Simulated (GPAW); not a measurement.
**linear Cr chain, spacing 2.826 A: parallel, opposed and spinless runs**

Wanted: the moments of linear Cr chain, spacing 2.826 A and the energy of each order that was tried.

Method: LDA; plane waves with GPAW's PAW setups, scalar-relativistic, in GPAW 26.7.0.

### 1. Set-up

The cell holds 1 atom: 1 Cr. Its edges and angles: a = 12.000 Å, b = 12.000 Å, c = 2.826 Å, α = 90.0°, β = 90.0°, γ = 90.0°. model lattice. Vacuum lies along a and b. The structure's axis is c.

### 2. Run 1 (ferro +)

Parallel moments need no larger cell; this start tests for a ferromagnetic state only.

order1.py reads:

```python
import json
import numpy as np
from ase import Atoms
from ase.parallel import paropen, parprint
from gpaw import GPAW

atoms = Atoms(['Cr'],
    cell=[[12.0, 0.0, 0.0],
         [0.0, 12.0, 0.0],
         [0.0, 0.0, 2.826]],
    scaled_positions=[[0.5, 0.5, 0.0]],
    pbc=True,
    magmoms=[2.5])
atoms.calc = GPAW(mode={'name': 'pw', 'ecut': 550},
    xc='LDA',
    kpts={'size': (1, 1, 10), 'gamma': True},
    occupations={'name': 'fermi-dirac', 'width': 0.1},
    convergence={'density': 1e-05, 'energy': 1e-05},
    maxiter=200,
    txt='order1.txt')
e = atoms.get_potential_energy(force_consistent=True)
res = {'free_energy': e, 'energy_sigma0': atoms.get_potential_energy(), 'fermi_energy': atoms.calc.get_fermi_level()}
res['moments'] = atoms.get_magnetic_moments().tolist()
res['total'] = atoms.get_magnetic_moment()
parprint('site moments (muB):', np.round(res['moments'], 3))
parprint(f"total moment: {res['total']:.3f} muB")
parprint(f'free energy: {e:.6f} eV')
atoms.calc.write('order1.gpw')
with paropen('results.json', 'w') as f:
    json.dump(res, f)
```

Run with:

```console
$ OMP_NUM_THREADS=1 python3 order1.py > order1.log
```

The log of the run:

```text
site moments (muB): [3.904]
total moment: 5.015 muB
free energy: -6.057577 eV

--- order1.txt ---
Input parameters:
  mode=PW(ecut=550),
  convergence={'density': 1e-05, 'energy': 1e-05},
  kpts=MonkhorstPack(size=(1, 1, 10), gamma=True),
  maxiter=200,
  occupations=Occupations(name='fermi-dirac', width=0.1),
  xc=XC(name='LDA')

Diagonalizing LCAO Hamiltonian
Converting LCAO to pw mode
        .----------------------------.
       /|                            |
      / |                            |
     /  .----------------------------.
    /  /                            /
   /  /                            /
  /  /                            /
 *  /              Cr            /
 | /                            /
 |/                            /
 *----------------------------*

Atoms  # Å, Bohr magnetons
|   | symbol |        x |        y |        z |    initial magnetic moments |
|---|--------|----------|----------|----------|-----------------------------|
| 0 |     Cr | 6.000000 | 6.000000 | 0.000000 | ( 0.0000,  0.0000,  2.5000) |

Unit cell  # Å
| periodic |         x |         y |        z |   lengths |    angles |
|----------|-----------|-----------|----------|-----------|-----------|
|      yes | 12.000000 |  0.000000 | 0.000000 | 12.000000 | 90.000000 |
|      yes |  0.000000 | 12.000000 | 0.000000 | 12.000000 | 90.000000 |
|      yes |  0.000000 |  0.000000 | 2.826000 |  2.826000 | 90.000000 |

Number of symmetries: 16

BZ-sampling:
  Number of BZ points: 10
  Number of IBZ points: 6

  Monkhorst-Pack size: [1, 1, 10]
  Monkhorst-Pack shift: [0.0, 0.0, 0.05]

K-points  # in reciprocal-cell coordinates
|   |                                coordinates |     weight |
|---|--------------------------------------------|------------|
| 0 | (  0.00000000,   0.00000000,   0.00000000) | 0.10000000 |
| 1 | (  0.00000000,   0.00000000,   0.10000000) | 0.20000000 |
| 2 | (  0.00000000,   0.00000000,   0.20000000) | 0.20000000 |
| 3 | (  0.00000000,   0.00000000,   0.30000000) | 0.20000000 |
| 4 | (  0.00000000,   0.00000000,   0.40000000) | 0.20000000 |
| 5 | (  0.00000000,   0.00000000,   0.50000000) | 0.10000000 |

Plane wave coefficients: 11963
Cutoff: 550.0 eV

Spin-components: 2 (collinear spins)
Bands:           9
Projectors:      6
Spin-degeneracy: 1
Datatype:        complex128

Parallelization:
  kpt:    1
  domain: 1
  band:   1

Density:
  Valence electrons: 6.0
  Components: 2
  Grid points: [70 70 16]
  Charge: 0.0  # |e|

Potential:
  Grid points: [70 70 16]

species:
  Cr:
    name:    Chromium
    Z:       24.0
    valence: 6
    core:    18
    charge:  0.0  # [|e|]
    compensation charges:
      type: gauss
      rc: 0.35  # [Å]
      lmax: 2
    cutoffs:
      filter: 2.14  # [Å]
      core: 3.04  # [Å]
    projectors
    | kind |    occ | energy [eV] | rcut [Å] |
    |------|--------|-------------|----------|
    |   4s |  1.000 |      -4.191 |    1.164 |
    |   4p |  0.000 |      -1.079 |    1.217 |
    |   3d |  5.000 |      -3.128 |    1.111 |
    |    s |        |      23.021 |    1.164 |
    |    p |        |      26.132 |    1.217 |
    |    d |        |      24.083 |    1.111 |

    Using partial waves for Cr as LCAO basis

Reference energy: -28526.683362  # eV

eigensolver:
  PPCG
  Converge bands: occupied
  niter=2

density mixing:
  MSR1-Mixer
  Pratt-step length: 0.05
  Maximum mixing coefficient: 0.75
  Old densities: 10
  SVD Regularization: 0.005
  Good broyden scale: 1.0
  Trust region scale: 1.0
  Backstep threshold: 4.0
  History deletion threshold: 6.0
  Fourier metric: weight=20.0, sigma=0.015

occupation numbers:
  Fermi-Dirac:
    width: 0.1000  # eV

poisson solver:
  ecut: 4400.0  # eV

xc functional:
  name: None

convergence criteria:
- Maximum integral of absolute [dens]ity change: 1e-05 electrons / valence electron
- Maximum [total energy] change in last 3 cyles: 1e-05 eV / valence electron
- Maximum integral of absolute [eigenst]ate change: 4e-08 eV^2 / valence electron
maximum number of iterations: 200

SCF iterations
|iter     |      energy | eigst |  dens |  magmom |
|---------|-------------|-------|-------|---------|
|iter:   1|       0s |   -6.568288 | +0.70 |       |  +2.4965|
|iter:   2|       1s |   -5.945908 | -0.96 | -0.12 |  +2.5983|
|iter:   3|       1s |   -6.047460 | -0.37 | -0.17 |  +4.4628|
|iter:   4|       2s |   -6.020357 | -1.03 | -0.68 |  +5.2412|
|iter:   5|       3s |   -6.029904 | -2.24 | -1.30 |  +5.1496|
|iter:   6|       3s |   -6.035204 | -2.93 | -1.57 |  +5.0049|
|iter:   7|       4s |   -6.035582 | -3.47 | -2.26 |  +5.0178|
|iter:   8|       4s |   -6.035713 | -3.87 | -2.75 |  +5.0162|
|iter:   9|       5s |   -6.035735 | -4.02 | -3.37 |  +5.0159|
|iter:  10|       6s |   -6.035752c| -4.14 | -3.61 |  +5.0147|
|iter:  11|       6s |   -6.035751c| -4.54 | -3.81 |  +5.0151|
|iter:  12|       7s |   -6.035755c| -4.84 | -4.02 |  +5.0152|
|iter:  13|       8s |   -6.035758c| -4.99 | -4.36 |  +5.0152|
|iter:  14|       8s |   -6.035759c| -5.24 | -4.38 |  +5.0151|
|iter:  15|       9s |   -6.035759c| -5.40 | -4.71 |  +5.0152|
|iter:  16|      10s |   -6.035759c| -5.67 | -4.76 |  +5.0152|
|iter:  17|      10s |   -6.035759c| -5.78 | -5.02c|  +5.0152|
|iter:  18|      11s |   -6.035759c| -6.03 | -5.36c|  +5.0152|
|iter:  19|      11s |   -6.035759c| -6.25 | -5.29c|  +5.0152|
|iter:  20|      12s |   -6.035759c| -6.39 | -5.36c|  +5.0152|
|iter:  21|      13s |   -6.035760c| -6.63 | -5.28c|  +5.0152|
|iter:  22|      13s |   -6.035760c| -6.80 | -5.31c|  +5.0152|
|iter:  23|      14s |   -6.035760c| -7.06 | -5.25c|  +5.0152|
|iter:  24|      14s |   -6.035760c| -7.20 | -5.12c|  +5.0152|
|iter:  25|      15s |   -6.035760c| -7.45c| -5.18c|  +5.0152|

Converged in 25 steps
Energy contributions relative to reference atoms: (reference = -28526.683362)

Energy contributions:
  Kinetic:           4.515707
  Coulomb:          -5.331149
  Zero:             -0.010177
  External:          0.000000
  Xc:               -5.188324
  Entropy:          -0.043635
  Spinorbit:         0.000000
  ----------------------------
  Free energy:      -6.057577
  Extrapolated:     -6.035760

dipole moment: (0.000066, 0.000066, -6.707760)  # |e|*Ang

Total magnetic moment: (0.000000, 0.000000, 5.015156)

Local magnetic moments
|        x |        y |        z |
|----------|----------|----------|
| 0.000000 | 0.000000 | 3.904207 |  # Cr   0

Fermi level: -3.681
Eigenvalues  # (at kpt = [0.000, 0.000, 0.000])
| band index |      eig [eV] | occ [0-1] |      eig [eV] | occ [0-1] |
|------------|---------------|-----------|---------------|-----------|
|          0 |        -6.819 |     1.000 |        -4.940 |     1.000 |
|          1 |        -4.863 |     1.000 |        -2.047 |     0.000 |
|          2 |        -4.465 |     1.000 |        -1.267 |     0.000 |
|          3 |        -4.465 |     1.000 |        -1.267 |     0.000 |
|          4 |        -3.639 |     0.396 |        -1.181 |     0.000 |
|          5 |        -3.639 |     0.396 |        -1.177 |     0.000 |
|          6 |        -2.194 |     0.000 |        -0.002 |     0.000 |
|          7 |        -2.194 |     0.000 |        -0.002 |     0.000 |
|          8 |         0.115 |     0.000 |         0.301 |     0.000 |

No gap
No difference between direct/indirect transitions
```

Run time: 17 s. Hardware: 1 MPI rank of AMD EPYC 9R45, shared host; peak memory 0.35 GiB.

Numbers from this step:

* magnetization: 5.015 μB
* final state: ferromagnetic
* largest moment: 3.904 μB

After 25 cycles the largest moment stands at 3.90 μB.

### 3. Run 2 (antiferro q=(0,0,1/2) +-)

Another pattern of signs weighs the neighbour shells otherwise.

This order needs a doubled cell of 2 atoms. Its mesh is chosen so that both cells sample the same points.

order2.py is the script of step 2 with these lines changed:

```diff
@@ -6,12 +6,13 @@
 
-atoms = Atoms(['Cr'],
+atoms = Atoms(['Cr', 'Cr'],
     cell=[[12.0, 0.0, 0.0],
          [0.0, 12.0, 0.0],
-         [0.0, 0.0, 2.826]],
-    scaled_positions=[[0.5, 0.5, 0.0]],
+         [0.0, 0.0, 5.652]],
+    scaled_positions=[[0.5, 0.5, 0.0],
+         [0.5, 0.5, 0.5]],
     pbc=True,
-    magmoms=[2.5])
+    magmoms=[2.5, -2.5])
 atoms.calc = GPAW(mode={'name': 'pw', 'ecut': 550},
     xc='LDA',
-    kpts={'size': (1, 1, 10), 'gamma': True},
+    kpts={'size': (1, 1, 5), 'gamma': True},
     occupations={'name': 'fermi-dirac', 'width': 0.1},
@@ -19,3 +20,3 @@
     maxiter=200,
-    txt='order1.txt')
+    txt='order2.txt')
 e = atoms.get_potential_energy(force_consistent=True)
@@ -27,3 +28,3 @@
 parprint(f'free energy: {e:.6f} eV')
-atoms.calc.write('order1.gpw')
+atoms.calc.write('order2.gpw')
 with paropen('results.json', 'w') as f:
```

Run with:

```console
$ OMP_NUM_THREADS=1 python3 order2.py > order2.log
```

The log of the run:

```text
site moments (muB): [ 3.884 -3.884]
total moment: 0.000 muB
free energy: -12.299824 eV

--- order2.txt ---
Input parameters:
  mode=PW(ecut=550),
  convergence={'density': 1e-05, 'energy': 1e-05},
  kpts=MonkhorstPack(size=(1, 1, 5), gamma=True),
  maxiter=200,
  occupations=Occupations(name='fermi-dirac', width=0.1),
  xc=XC(name='LDA')

Diagonalizing LCAO Hamiltonian
Converting LCAO to pw mode
        .----------------------------.
       /|                            |
      / |                            |
     /  |                            |
    /   |                            |
   /    |                            |
  /     |                            |
 *      .----------Cr----------------.
 |     /                            /
 |    /                            /
 |   /                            /
 |  /              Cr            /
 | /                            /
 |/                            /
 *----------------------------*

Atoms  # Å, Bohr magnetons
|   | symbol |        x |        y |        z |    initial magnetic moments |
|---|--------|----------|----------|----------|-----------------------------|
| 0 |     Cr | 6.000000 | 6.000000 | 0.000000 | ( 0.0000,  0.0000,  2.5000) |
| 1 |     Cr | 6.000000 | 6.000000 | 2.826000 | ( 0.0000,  0.0000, -2.5000) |

Unit cell  # Å
| periodic |         x |         y |        z |   lengths |    angles |
|----------|-----------|-----------|----------|-----------|-----------|
|      yes | 12.000000 |  0.000000 | 0.000000 | 12.000000 | 90.000000 |
|      yes |  0.000000 | 12.000000 | 0.000000 | 12.000000 | 90.000000 |
|      yes |  0.000000 |  0.000000 | 5.652000 |  5.652000 | 90.000000 |

Number of symmetries: 16

BZ-sampling:
  Number of BZ points: 5
  Number of IBZ points: 3

  Monkhorst-Pack size: [1, 1, 5]
  Monkhorst-Pack shift: [0, 0, 0]

Plane wave coefficients: 23877
Cutoff: 550.0 eV

Spin-components: 2 (collinear spins)
Bands:           12
Projectors:      12
Spin-degeneracy: 1
Datatype:        complex128

Parallelization:
  kpt:    1
  domain: 1
  band:   1

Density:
  Valence electrons: 12.0
  Components: 2
  Grid points: [70 70 32]
  Charge: 0.0  # |e|

Potential:
  Grid points: [70 70 32]

[... setups left out ...]
Reference energy: -57053.366723  # eV

eigensolver:
  PPCG
  Converge bands: occupied
  niter=2

density mixing:
  MSR1-Mixer
  Pratt-step length: 0.05
  Maximum mixing coefficient: 0.75
  Old densities: 10
  SVD Regularization: 0.005
  Good broyden scale: 1.0
  Trust region scale: 1.0
  Backstep threshold: 4.0
  History deletion threshold: 6.0
  Fourier metric: weight=20.0, sigma=0.015

occupation numbers:
  Fermi-Dirac:
    width: 0.1000  # eV

poisson solver:
  ecut: 4400.0  # eV

xc functional:
  name: None

convergence criteria:
- Maximum integral of absolute [dens]ity change: 1e-05 electrons / valence electron
- Maximum [total energy] change in last 3 cyles: 1e-05 eV / valence electron
- Maximum integral of absolute [eigenst]ate change: 4e-08 eV^2 / valence electron
maximum number of iterations: 200

SCF iterations
|iter     |      energy | eigst |  dens |  magmom |
|---------|-------------|-------|-------|---------|
|iter:   1|       0s |  -13.260055 | +0.73 |       |  +0.0000|
|iter:   2|       1s |  -12.281116 | -0.89 | -0.15 |  -0.0000|
|iter:   3|       2s |  -12.595347 | -0.37 | -0.20 |  +0.0000|
|iter:   4|       4s |  -12.206733 | -0.41 | -0.55 |  -0.0000|
|iter:   5|       5s |  -12.222618 | -1.29 | -1.08 |  +0.0000|
|iter:   6|       6s |  -12.246537 | -1.70 | -1.25 |  -0.0000|
|iter:   7|       7s |  -12.244137 | -2.36 | -1.89 |  +0.0000|
|iter:   8|       8s |  -12.246908 | -2.87 | -2.30 |  -0.0000|
|iter:   9|       9s |  -12.246492 | -3.24 | -2.58 |  +0.0000|
|iter:  10|      10s |  -12.246713 | -3.50 | -3.29 |  -0.0000|
[... 15 iterations left out ...]
|iter:  26|      29s |  -12.246682c| -6.34 | -5.30c|  +0.0000|
|iter:  27|      30s |  -12.246680c| -6.50 | -5.46c|  +0.0000|
|iter:  28|      32s |  -12.246681c| -6.67 | -5.57c|  +0.0000|
|iter:  29|      33s |  -12.246682c| -6.79 | -5.33c|  +0.0000|
|iter:  30|      34s |  -12.246682c| -7.01 | -5.06c|  +0.0000|
|iter:  31|      35s |  -12.246682c| -7.12 | -5.00c|  +0.0000|
|iter:  32|      36s |  -12.246682c| -7.28 | -4.89 |  +0.0000|
|iter:  33|      37s |  -12.246681c| -7.43c| -4.91 |  +0.0000|
|iter:  34|      38s |  -12.246680c| -7.60c| -4.95 |  +0.0000|
|iter:  35|      38s |  -12.246682c| -7.69c| -5.13c|  +0.0000|

Converged in 35 steps
Energy contributions relative to reference atoms: (reference = -57053.366723)

Energy contributions:
  Kinetic:           9.567270
  Coulomb:         -10.542010
  Zero:             -0.025194
  External:          0.000000
  Xc:              -11.193606
  Entropy:          -0.106284
  Spinorbit:         0.000000
  ----------------------------
  Free energy:     -12.299824
  Extrapolated:    -12.246682

dipole moment: (0.000133, 0.000133, -13.362800)  # |e|*Ang

Total magnetic moment: (0.000000, 0.000000, 0.000001)

Local magnetic moments
|        x |        y |         z |
|----------|----------|-----------|
| 0.000000 | 0.000000 |  3.884007 |  # Cr   0
| 0.000000 | 0.000000 | -3.884015 |  # Cr   1

Fermi level: -3.606
Eigenvalues  # (at kpt = [0.000, 0.000, 0.000])
| band index |      eig [eV] | occ [0-1] |      eig [eV] | occ [0-1] |
|------------|---------------|-----------|---------------|-----------|
|          0 |        -5.776 |     1.000 |        -5.776 |     1.000 |
|          1 |        -4.178 |     0.997 |        -4.178 |     0.997 |
|          2 |        -4.178 |     0.997 |        -4.178 |     0.997 |
|          3 |        -4.132 |     0.995 |        -4.132 |     0.995 |
|          4 |        -3.976 |     0.976 |        -3.976 |     0.976 |
|          5 |        -3.976 |     0.976 |        -3.976 |     0.976 |
|          6 |        -1.169 |     0.000 |        -1.169 |     0.000 |
|          7 |        -1.053 |     0.000 |        -1.053 |     0.000 |
|          8 |        -0.607 |     0.000 |        -0.607 |     0.000 |
|          9 |        -0.601 |     0.000 |        -0.601 |     0.000 |
|         10 |        -0.512 |     0.000 |        -0.512 |     0.000 |
|         11 |        -0.512 |     0.000 |        -0.512 |     0.000 |

Gap: 0.515 eV
Transition (v -> c):
  (s=1, k=2, n=5, [0.00, 0.00, 0.40]) -> (s=1, k=2, n=6, [0.00, 0.00, 0.40])
No difference between direct/indirect transitions
```

Elapsed: 42 s, on 1 MPI rank; peak memory 0.56 GiB.

Numbers from this step:

* magnetization: 0 μB
* final state: antiferromagnetic
* largest moment: 3.884 μB

It lies 92.3 meV a seeded atom under the first start, and its largest moment is 3.88 μB against 3.90 μB.

### 4. Start 3: no spin polarisation

This run holds no moments, which gives a state to set the others against.

nospin.py reads:

```python
import json
import numpy as np
from ase import Atoms
from ase.parallel import paropen, parprint
from gpaw import GPAW

atoms = Atoms(['Cr'],
    cell=[[12.0, 0.0, 0.0],
         [0.0, 12.0, 0.0],
         [0.0, 0.0, 2.826]],
    scaled_positions=[[0.5, 0.5, 0.0]],
    pbc=True)
atoms.calc = GPAW(mode={'name': 'pw', 'ecut': 550},
    xc='LDA',
    kpts={'size': (1, 1, 10), 'gamma': True},
    occupations={'name': 'fermi-dirac', 'width': 0.1},
    convergence={'density': 1e-05, 'energy': 1e-05},
    maxiter=200,
    txt='nospin.txt')
e = atoms.get_potential_energy(force_consistent=True)
res = {'free_energy': e, 'energy_sigma0': atoms.get_potential_energy(), 'fermi_energy': atoms.calc.get_fermi_level()}
parprint(f'free energy: {e:.6f} eV')
atoms.calc.write('nospin.gpw')
with paropen('results.json', 'w') as f:
    json.dump(res, f)
```

Run with:

```console
$ OMP_NUM_THREADS=1 python3 nospin.py > nospin.log
```

The log of the run:

```text
free energy: -3.564338 eV

--- nospin.txt ---
Input parameters:
  mode=PW(ecut=550),
  convergence={'density': 1e-05, 'energy': 1e-05},
  kpts=MonkhorstPack(size=(1, 1, 10), gamma=True),
  maxiter=200,
  occupations=Occupations(name='fermi-dirac', width=0.1),
  xc=XC(name='LDA')

Diagonalizing LCAO Hamiltonian
Converting LCAO to pw mode
        .----------------------------.
       /|                            |
[...]
| band index |      eig [eV] | occ [0-2] |
|------------|---------------|-----------|
|          0 |        -6.168 |     2.000 |
|          1 |        -4.323 |     1.962 |
|          2 |        -4.067 |     1.604 |
|          3 |        -4.067 |     1.604 |
|          4 |        -3.062 |     0.000 |
|          5 |        -3.062 |     0.000 |
|          6 |        -1.905 |     0.000 |
|          7 |        -1.905 |     0.000 |

No gap
No difference between direct/indirect transitions


[key lines of the parts left out:]
Free energy:      -3.564338
Converged in 29 steps
dipole moment: (0.000066, 0.000066, -6.812817)  # |e|*Ang
Fermi level: -3.927
```

The job ended after 9.8 s (1 MPI rank; peak memory 0.25 GiB).

Numbers from this step:

```yaml
final_state: non-magnetic (no spin polarisation)
```

It lies 2493 meV a seeded atom over the first start.

(Part 1 of 2 ends here.)

[Logs and program files are shortened in this print: banners, set-up blocks, solver, clock and traceback lines can be left out without a mark of their own.]

[Logs are printed without paths, hosts, clocks, repeated set-up lines and the standing remarks that a program may print on its own settings, such as how far it seeks lower states.]

[Hosts, paths, dates, database ids (printed as entryN), source tags and the programs' standing remarks are cut or masked in the printed files.]

[Where a cell is said to come from a database of computed structures, the database is the Materials Project.]
